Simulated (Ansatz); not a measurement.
# F on Pd(111): change of the work function, part 3 of 4

How does F on the fcc site change the work function of Pd(111) as the layer fills?

Ansatz 0.2.0; plane-wave DFT, PBE, Ansatz PAW.

So far, work function, upper face (eV): step 2 (the clean slab) 5.27; step 3 (37 atoms, coverage 0.111 ML, cell 3x3) 5.71.

### 4. Adsorbate added, k-mesh 6×6×1, coverage 0.25 ML

System of this step: Pd16F (F/Pd(111)). The cell holds 17 atoms: 16 Pd and 1 F. Its edges and angles: a = 5.501 Å, b = 5.501 Å, c = 26.090 Å, α = 90.0°, β = 90.0°, γ = 60.0°. Vacuum lies along c.

Another coverage, to see how the dipoles act on each other as their distance changes.

input.yaml reads:

```yaml
crystal:
  lattice:
    - [5.5012907577, 0.0, 0.0]
    - [2.7506453788, 4.7642575497, 0.0]
    - [0.0, 0.0, 26.090029896]
  atoms:
    - { symbol: Pd, position: [0.0, 0.0, 0.3449593594] }
    - { symbol: Pd, position: [0.1666666667, 0.1666666667, 0.4310417655] }
    - { symbol: Pd, position: [0.3333333333, 0.3333333333, 0.5189677758] }
    - { symbol: Pd, position: [0.0, 0.0, 0.607267236] }
    - { symbol: Pd, position: [0.0, 0.5, 0.3449593594] }
    - { symbol: Pd, position: [0.1666666667, 0.6666666667, 0.4310417655] }
    - { symbol: Pd, position: [0.3333333333, 0.8333333333, 0.5189677758] }
    - { symbol: Pd, position: [0.0, 0.5, 0.607267236] }
    - { symbol: Pd, position: [0.5, 0.0, 0.3449593594] }
    - { symbol: Pd, position: [0.6666666667, 0.1666666667, 0.4310417655] }
    - { symbol: Pd, position: [0.8333333333, 0.3333333333, 0.5189677758] }
    - { symbol: Pd, position: [0.5, 0.0, 0.607267236] }
    - { symbol: Pd, position: [0.5, 0.5, 0.3449593594] }
    - { symbol: Pd, position: [0.6666666667, 0.6666666667, 0.4310417655] }
    - { symbol: Pd, position: [0.8333333333, 0.8333333333, 0.5189677758] }
    - { symbol: Pd, position: [0.5, 0.5, 0.607267236] }
    - { symbol: F, position: [0.1666666667, 0.1666666667, 0.6550406406] }
kpoints:
  mp_grid: { grid: [6, 6, 1] }
hamiltonian:
  xc: pbe
scf:
  occupations: { method: fermi_dirac, width: 0.1 }
  convergence: { dr2_threshold: 1.0e-08 }
efield:
  axis: 3
  dipole_correction: true
  ramp_position: 0.97
  ramp_width: 0.06
relax:
  f_tol: 0.02
  max_steps: 60
  constraints: [{ sites: [0, 1, 4, 5, 8, 9, 12, 13] }]
output:
  dos: { projected: true, e_range: [-8, 4] }
  write_potential: true
  write_density: true
  volumetric_format: npy
  elf: true
```

Started as:

```console
$ ansatz run input.yaml --threads 4 --pin off --max-ram 16384MiB --backend cpu --events-out ev --progress --plain --runs-dir out
```

Numbers of over 12 decimals in the logs are rounded to 6 here.

What it wrote:

```text
[...]
Crystal: 17 atoms, lattice volume = 683.808 Å³
Basis set: ecut = 420 eV, 13353 PW (Γ), exchange–correlation on 80×80×360 points (8 copies of the dense FFT grid, shifted against one another)
Bands: 177, of which v1, the nominal top of the filled ones, is band 148 counted from 1 (147 counted from 0)
Symmetry: 6 space group operations
[...]
k-points: 7 of 36 (time reversal used)
[...]
SCF iter   1: F=—  HF=-112368.832094 eV  |F-HF|=—  |Δ(HF+E_count)|=         —  Δρ=9.14e-3  dr2=4.08e0  ethr=1.77e-3  p=-0.032 e·Å  D=-8.40e-3 V/Å  ΔV_dip=0.22 eV  dr2_dipole=7.61e-1  V_vac-E_F(+/−)=5.11/4.89 eV  ⟨swp⟩=7.1  Hψ=5229  notcnv=0  defer=55
[...]
SCF iter  14: F=-112368.732549 eV  HF=-112368.732549 eV  |F-HF|=5.18e-8  |Δ(HF+E_count)|=   2.02e-8  Δρ=5.73e-7  dr2=5.05e-9  ethr=3.39e-12  p=-0.017 e·Å  D=-4.61e-3 V/Å  ΔV_dip=0.12 eV  dr2_dipole=6.13e-11  V_vac-E_F(+/−)=5.34/5.22 eV  ⟨swp⟩=16.7  Hψ=8901  notcnv=0
SCF 1 converged in 14 iterations: F = -112368.732549 eV  dr2 = 5.05e-9
[...]
relax step   1: F+E_penalty+E_count = -112368.73254939 eV  Δ(F+E_penalty+E_count) = +0.000e0 eV  max|allowed force component| = 3.539e0 eV/Å  Δτ_max = 0.0000 Å  (14 SCF iters, accepted)
[...]
SCF iter  15: F=-112369.178614 eV  HF=-112369.178614 eV  |F-HF|=2.06e-8  |Δ(HF+E_count)|=  8.44e-10  Δρ=4.78e-7  dr2=4.41e-9  ethr=3.39e-12  p=-0.060 e·Å  D=-1.58e-2 V/Å  ΔV_dip=0.41 eV  dr2_dipole=1.01e-11  V_vac-E_F(+/−)=5.63/5.22 eV  ⟨swp⟩=15.0  Hψ=7902  notcnv=0
SCF 2 converged in 15 iterations: F = -112369.178614 eV  dr2 = 4.41e-9
relax step   2: F+E_penalty+E_count = -112369.17861411 eV  Δ(F+E_penalty+E_count) = -4.461e-1 eV  max|allowed force component| = 1.605e0 eV/Å  Δτ_max = 0.1044 Å  (15 SCF iters, accepted)
SCF iter   1: F=—  HF=-112369.372578 eV  |F-HF|=—  |Δ(HF+E_count)|=         —  Δρ=6.10e-3  dr2=1.22e0  ethr=1.22e-3  p=-0.060 e·Å  D=-1.58e-2 V/Å  ΔV_dip=0.41 eV  dr2_dipole=4.40e-1  V_vac-E_F(+/−)=5.65/5.24 eV  ⟨swp⟩=3.6  Hψ=3155  notcnv=0  defer=69
[...]
SCF iter  14: F=-112369.333616 eV  HF=-112369.333616 eV  |F-HF|=3.47e-8  |Δ(HF+E_count)|=   8.29e-9  Δρ=4.02e-7  dr2=2.39e-9  ethr=3.39e-12  p=-0.113 e·Å  D=-2.98e-2 V/Å  ΔV_dip=0.78 eV  dr2_dipole=6.12e-11  V_vac-E_F(+/−)=6.00/5.22 eV  ⟨swp⟩=13.7  Hψ=7993  notcnv=0
SCF 3 converged in 14 iterations: F = -112369.333616 eV  dr2 = 2.39e-9
[...]
relax step   3: F+E_penalty+E_count = -112369.33361598 eV  Δ(F+E_penalty+E_count) = -1.550e-1 eV  max|allowed force component| = 4.742e-1 eV/Å  Δτ_max = 0.1568 Å  (14 SCF iters, accepted)
[...]
relax step   4: F+E_penalty+E_count = -112369.35276517 eV  Δ(F+E_penalty+E_count) = -1.915e-2 eV  max|allowed force component| = 2.268e-1 eV/Å  Δτ_max = 0.1037 Å  (13 SCF iters, accepted)
SCF iter   1: F=—  HF=-112369.359353 eV  |F-HF|=—  |Δ(HF+E_count)|=         —  Δρ=1.34e-3  dr2=5.95e-2  ethr=1.74e-4  p=-0.158 e·Å  D=-4.17e-2 V/Å  ΔV_dip=1.09 eV  dr2_dipole=2.29e-2  V_vac-E_F(+/−)=6.31/5.23 eV  ⟨swp⟩=2.0  Hψ=2180  notcnv=0  defer=83
[...]
SCF iter  12: F=-112369.357178 eV  HF=-112369.357178 eV  |F-HF|=1.82e-8  |Δ(HF+E_count)|=   9.77e-8  Δρ=5.20e-7  dr2=4.20e-9  ethr=3.39e-12  p=-0.142 e·Å  D=-3.76e-2 V/Å  ΔV_dip=0.98 eV  dr2_dipole=5.38e-10  V_vac-E_F(+/−)=6.21/5.23 eV  ⟨swp⟩=13.0  Hψ=7993  notcnv=0
SCF 5 converged in 12 iterations: F = -112369.357178 eV  dr2 = 4.20e-9
relax step   5: F+E_penalty+E_count = -112369.35717762 eV  Δ(F+E_penalty+E_count) = -4.412e-3 eV  max|allowed force component| = 1.344e-2 eV/Å  Δτ_max = 0.0332 Å  (12 SCF iters, accepted)
[...]
WARN: The output density's exchange-correlation potential varies sharply where the density is thin. Do not read a vacuum level from v_tot or v_xc, or from such a field of the output density. On a cell that repeats whose density bears no net charge and no dipole along the vacuum's axis use v_es (v_loc + v_h of the components); under efield.dipole_correction with no amplitude use v_es + v_field, which holds any externa [...]
SCF converged after 12 iterations
Free energy (F): -112369.357178 eV
[...]
Internal energy: -112368.230899 eV  (E = F + TS)
E sigma→0 (E₀):  -112368.794038 eV
Entropy (-TS):   -1.126279 eV (-66.252 meV/atom)
Fermi energy:    3.225235 eV
Dipole field:    D = -0.037609 V/Å  (p = -0.142122 e·Å, saw-weighted, corrected)
Work function:   Φ+ = 6.2092 eV   Φ− = 5.2280 eV
[...]
--- Forces (eV/Å), atoms counted from 1 ---
  atom   1  Pd     0.00298215     0.00172175    -0.30415516
  atom   2  Pd     0.00000000     0.00000000     0.23008882
  atom   3  Pd    -0.00293745    -0.00169594    -0.00065763
  atom   4  Pd     0.00313741     0.00181138    -0.00641252
  atom   5  Pd     0.00000000    -0.00344349    -0.30415516
  atom   6  Pd    -0.09131157     0.05271876     0.34944461
  atom   7  Pd    -0.00000000     0.00339187    -0.00065763
  atom   8  Pd     0.00000000    -0.00362277    -0.00641252
  atom   9  Pd    -0.00298215     0.00172175    -0.30415516
  atom  10  Pd     0.00000000    -0.10543752     0.34944461
  atom  11  Pd     0.00293745    -0.00169594    -0.00065763
  atom  12  Pd    -0.00313741     0.00181138    -0.00641252
  atom  13  Pd     0.00000000    -0.00000000    -0.36388892
  atom  14  Pd     0.09131157     0.05271876     0.34944461
  atom  15  Pd    -0.00000000    -0.00000000     0.00377741
  atom  16  Pd     0.00000000     0.00000000     0.00194578
  atom  17  F     -0.00000000     0.00000000     0.01343572
  max |Σ_I F_I| component: 1.67e-5 eV/Å
--- Band table (eV; the first three rows and the last of 7) ---
  k-point 0: bands = [... 144 lower, 3.3659, 3.4620, 3.5055, 3.5055, 3.5552, 3.5637, 3.5637, 3.9411, ... 25 higher]
  k-point 1: bands = [... 144 lower, 3.2060, 3.2479, 3.2709, 3.3067, 3.3729, 3.4046, 3.4088, 4.0821, ... 25 higher]
  k-point 2: bands = [... 144 lower, 3.0394, 3.1352, 3.1795, 3.1811, 3.2416, 3.2923, 3.3843, 3.4121, ... 25 higher]
  k-point 6: bands = [... 144 lower, 2.9562, 2.9857, 3.0057, 3.0172, 3.0185, 3.0538, 3.0774, 3.1504, ... 25 higher]
--- Relaxed structure (5 steps of the walk, 5 accepted, 0 SCFs on fresh bases) ---
  F+E_penalty+E_count = -112369.35717762 eV   max|allowed force component| = 1.344e-2 eV/Å
  atoms:
[...]
- { symbol: Pd, position: [0.166667, 0.166667, 0.431042] }
    - { symbol: Pd, position: [0.332949, 0.332949, 0.518137] }
    - { symbol: Pd, position: [-0.0028426, -0.0028426, 0.607604] }
    - { symbol: Pd, position: [0.0, 0.500000, 0.3449593594] }
    - { symbol: Pd, position: [0.166667, 0.666667, 0.431042] }
    - { symbol: Pd, position: [0.332949, 0.834102, 0.518137] }
    - { symbol: Pd, position: [-0.0028426, 0.505685, 0.607604] }
    - { symbol: Pd, position: [0.5, -1.7959490104491818e-17, 0.3449593594] }
    - { symbol: Pd, position: [0.666667, 0.166667, 0.431042] }
    - { symbol: Pd, position: [0.834102, 0.332949, 0.518137] }
    - { symbol: Pd, position: [0.505685, -0.0028426, 0.607604] }
    - { symbol: Pd, position: [0.5, 0.500000, 0.3449593594] }
    - { symbol: Pd, position: [0.666667, 0.666667, 0.431042] }
    - { symbol: Pd, position: [0.833333, 0.833333, 0.521817] }
    - { symbol: Pd, position: [0.5, 0.500000, 0.605113] }
    - { symbol: F, position: [0.166667, 0.166667, 0.667757] }
```

Wall time 2.8 min (4 threads of Arm Neoverse V1, shared host); peak memory 2.9 GiB; 11 min of CPU time.

The steps of the relaxation:

```
step  energy less that of the first step (eV)  largest force component (eV/Å)
   1                                   0.0000                          3.5387
   2                                  -0.4461                          1.6047
   3                                  -0.6011                          0.4742
   4                                  -0.6202                          0.2268
   5                                  -0.6246                          0.0134
```

The run keeps the 6 symmetry operations that it works with, so distortions that break them were not tested.

The atoms that moved most (Å):

```
atom      dx      dy      dz  length
 F17   0.000   0.000   0.332   0.332
Pd15   0.000   0.000   0.074   0.074
Pd16   0.000   0.000  -0.056   0.056
 Pd4  -0.023  -0.014   0.009   0.028
 Pd8   0.000   0.027   0.009   0.028
Pd12   0.023  -0.014   0.009   0.028
 Pd7   0.000   0.004  -0.022   0.022
Pd11   0.003  -0.002  -0.022   0.022
```

The relaxed structure:

```xyz
17
Lattice="5.5013 0.0000 0.0000 2.7506 4.7643 0.0000 0.0000 0.0000 26.0900" Properties=species:S:1:pos:R:3
Pd    0.0000    0.0000    9.0000
Pd    1.3753    0.7940   11.2459
Pd    2.7475    1.5863   13.5182
Pd   -0.0235   -0.0135   15.8524
Pd    1.3753    2.3821    9.0000
Pd    2.7506    3.1762   11.2459
Pd    4.1260    3.9739   13.5182
Pd    1.3753    2.4092   15.8524
Pd    2.7506    0.0000    9.0000
Pd    4.1260    0.7940   11.2459
Pd    5.5045    1.5863   13.5182
Pd    2.7741   -0.0135   15.8524
Pd    4.1260    2.3821    9.0000
Pd    5.5013    3.1762   11.2459
Pd    6.8766    3.9702   13.6142
Pd    4.1260    2.3821   15.7874
F     1.3753    0.7940   17.4218
```

Numbers from this step:

```
energy at zero smearing        : -112368.7940 eV
work function, upper face      : 6.209 eV
work function, lower face      : 5.228 eV
dipole along the normal        : -0.1421 e·Å
step between the vacuum levels : 0.9812 eV
```

The density of states has structure finer than the step of the table below, so its rows give means over 0.25 eV, whole bins alone (the curve runs from -8 to 1.98 eV). Peaks (eV: height): -3.460: 71.7, -2.740: 55.0, -2.440: 70.3, -2.380: 64.6, -1.500: 78.7, -0.420: 64.5, -0.210: 57.8.

Table of density of states by energy, zero at the Fermi level; means over each step:

```
energy (eV)  density of states (states/eV a cell)
      -6.75                                     0
      -6.50                                 0.763
      -6.25                                 0.960
      -6.00                                  1.16
      -5.75                                  2.29
      -5.50                                  4.44
      -5.25                                  6.48
      -5.00                                  12.8
      -4.75                                  27.6
      -4.50                                  28.3
      -4.25                                  36.9
      -4.00                                  29.3
      -3.75                                  23.5
      -3.50                                  28.5
      -3.25                                  23.9
      -3.00                                  27.5
      -2.75                                  33.3
      -2.50                                  39.6
      -2.25                                  43.1
      -2.00                                  29.6
      -1.75                                  24.6
      -1.50                                  39.9
      -1.25                                  27.9
      -1.00                                  34.1
      -0.75                                  37.7
      -0.50                                  33.9
      -0.25                                  42.2
       0.00                                  39.2
       0.25                                  9.59
       0.50                                  2.40
       0.75                                  7.06
       1.00                                  3.41
       1.25                                  2.39
       1.50                                  5.11
       1.75                                  5.03
```

Projected DOS per atom over height of the atomic layer and energy from the Fermi level. Layers: Pd4 Pd4 Pd4 Pd4 F from below.

Values in states/eV, 22 rows by 5 columns, each cell a mean:
```
0.04 0.04 0.04 0.05 0.05
0.06 0.04 0.04 0.05 0.03
0.09 0.10 0.12 0.12 0.09
0.26 0.18 0.18 0.25 0.10
2.17 2.50 2.45 2.25 0.53
2.22 1.75 1.66 2.23 0.30
2.48 1.65 1.58 2.46 0.29
2.11 1.58 1.84 2.23 0.34
2.19 1.28 1.33 2.06 0.38
2.86 2.55 2.46 2.37 0.39
1.91 2.03 2.02 1.83 0.29
1.27 1.50 1.66 1.35 0.54
1.55 1.41 1.72 1.60 0.85
1.61 2.39 2.12 1.31 1.01
0.81 2.32 1.97 0.82 3.04
0.14 0.45 0.57 0.55 3.08
0.02 0.03 0.05 0.23 1.54
0.01 0.01 0.01 0.02 0.13
0.00 0.00 0.00 0.00 0.02
0.00 0.00 0.00 0.00 0.00
0.00 0.00 0.00 0.00 0.00
0.00 0.00 0.00 0.00 0.00
```
Columns: height of the atomic layer (Å) from 9 to 17.4 (not evenly spaced); rows upwards: energy from the Fermi level (eV) from -7.96 to 1.95.

ELF in the ca plane at fractional y = 0.167, with atoms of Pd and F within 0.2 Å of it. It is the smooth field of the valence electrons, not physical close to the nuclei.

Ten even steps from '0' (0.00) to '9' (0.80), each cell a mean:
```
45432222222245432234542112110000000000000000
45422222222235432234442100000000000000000000
33322245432223322223332100000000000000000000
22222466652222222222222110000000000000000000
22222564553222221122222110000000000000000000
22222465552222221122222110000000000000000000
22222356542222222222322100000000000000000000
44322223322234432223442100000000000000000000
45432222222245532234542101000000000000000000
44322233322234432223431245420000000000000000
22222356542222222222212799841000000000000000
22222465553222221111115989962000000000000000
22222564563222221111116979962000000000000000
22222466652222221122114899952000000000000000
33322245432223322223321478631000000000000000
```
Columns run along c (16.0 Å, from fractional 0.33 to 0.94 of the cell), rows up along a (5.5 Å). Atoms in or near the plane, at fractional coordinates: Pd at (0.43, 0.17), Pd at (0.43, 0.67), F at (0.67, 0.17).

Electrostatic potential energy in the ca plane at fractional y = 0.167, with atoms of Pd and F within 0.2 Å of it. With pseudopotentials it is smooth inside the atoms' cores, unlike the true potential.

Values in eV, 8 rows by 16 columns, each cell a mean:
```
-16   2   3   4  -7 -11   1 -15   4   9   9   9   9   9   9   9
 -2   3 -20  -8   1  -1   4  -2   6   9   9   9   9   9   9   9
  5   1 -37 -23   5   5   7   5   7   9   9   9   9   9   9   9
 -2   3 -22 -10   2   1   4  -2   6   9   9   9   9   9   9   9
-16   2   3   4  -7 -11   1 -15   4   9   9   9   9   9   9   9
 -2   3 -20  -8   0  -1   4  -2  -1   2   9   9   9   9   9   9
  5   1 -37 -23   5   5   7   4 -20 -18   9   9   9   9   9   9
 -2   3 -22 -10   1   0   5  -2  -3   1   9   9   9   9   9   9
```
Columns run along c (16.0 Å, from fractional 0.33 to 0.94 of the cell; values clipped at the 3rd and 97th percentile), rows up along a (5.5 Å). Atoms in or near the plane, at fractional coordinates: Pd at (0.43, 0.17), Pd at (0.43, 0.67), F at (0.67, 0.17).

Valence density in the ca plane at fractional y = 0.167, with atoms of Pd and F within 0.2 Å of it. It is the smooth field of the valence electrons, not physical close to the nuclei.

Ten steps, logarithmic in the rise over the least value, from '0' (0 e/Å³) to '9' (13 e/Å³), each cell a mean:
```
55532222222245542235542111000000000000000000
55432223222245542235542100000000000000000000
34322356532234432223432100000000000000000000
22222589863222221122221000000000000000000000
22223699973222211112211000000000000000000000
22222589973222211112221000000000000000000000
33322467752223322123332100000000000000000000
45432234322235432234542100000000000000000000
56532222222245542235542100000000000000000000
45432234322235532234442222100000000000000000
33322467752223321122322455310000000000000000
22222589973222211112223788510000000000000000
22223699973222211111124798520000000000000000
22222489863222221112223577410000000000000000
34322345532234432223432333100000000000000000
```
Columns run along c (16.0 Å, from fractional 0.33 to 0.94 of the cell), rows up along a (5.5 Å). Atoms in or near the plane, at fractional coordinates: Pd at (0.43, 0.17), Pd at (0.43, 0.67), F at (0.67, 0.17).

The relaxation took 5 steps and lowered the energy by 0.62 eV; the largest force on the free atoms ends at 0.013 eV/Å.

By hand: a sheet of dipoles makes a step −p/(ε₀A) in the electron's potential. With e/ε₀ = 180.95 V·Å, p = -0.1421 e·Å and A = 26.21 Å², that is −180.95 × (-0.1421) / 26.21 = +0.981 eV, and the two vacuum levels of the run differ by +0.981 eV.

The covered face has 6.21 eV, +0.94 eV against the clean one; the bare back face has moved by -0.02 eV, a measure of how thin the slab is.

### 5. The covered slab, k-mesh 6×6×1, coverage 0.5 ML

System of this step: Pd8F (F/Pd(111)). The cell holds 18 atoms: 16 Pd and 2 F. Its edges and angles: a = 5.501 Å, b = 5.501 Å, c = 26.090 Å, α = 90.0°, β = 90.0°, γ = 60.0°. Vacuum lies along c.

Another coverage, to see how the dipoles act on each other as their distance changes.

Changes to input.yaml since step 4:

```diff
@@ -23,2 +23,3 @@
     - { symbol: F, position: [0.1666666667, 0.1666666667, 0.6550406406] }
+    - { symbol: F, position: [0.6666666667, 0.1666666667, 0.6550406406] }
 kpoints:
```

What it wrote:

```text
[...]
Crystal: 18 atoms, lattice volume = 683.808 Å³
Basis set: ecut = 420 eV, 13353 PW (Γ), exchange–correlation on 80×80×360 points (8 copies of the dense FFT grid, shifted against one another)
Bands: 182, of which v1, the nominal top of the filled ones, is band 151 counted from 1 (150 counted from 0)
Symmetry: 4 space group operations
[...]
- { symbol: Pd, position: [0.500000, 0.500000, 0.3449593594] }
    - { symbol: Pd, position: [0.666667, 0.6666666667, 0.431042] }
    - { symbol: Pd, position: [0.833503, 0.832994, 0.520746] }
    - { symbol: Pd, position: [0.489954, 0.520093, 0.605758] }
    - { symbol: F, position: [0.130994, 0.238012, 0.666817] }
    - { symbol: F, position: [0.630994, 0.238012, 0.666817] }
[key lines of the parts left out:]
SCF converged after 11 iterations
Free energy (F): -113176.565845 eV
Fermi energy:    2.999303 eV
Dipole field:    D = -0.078211 V/Å  (p = -0.295558 e·Å, saw-weighted, corrected)
Work function:   Φ+ = 7.2641 eV   Φ− = 5.2235 eV
```

Elapsed: 7.6 min, on 4 threads; peak memory 3.4 GiB; 29 min of CPU time.

[end of part 3 of 4]

[Logs are printed without paths, hosts, clocks, repeated set-up lines and the standing remarks that a program may print on its own settings, such as how far it seeks lower states.]

[Hosts, paths, dates, database ids (printed as entryN), source tags and the programs' standing remarks are cut or masked in the printed files.]

[Maps of the electrostatic potential energy from Ansatz leave out the sawtooth potential of an applied field or a dipole correction, so their vacuum need not be flat; planar profiles and work functions include it.]
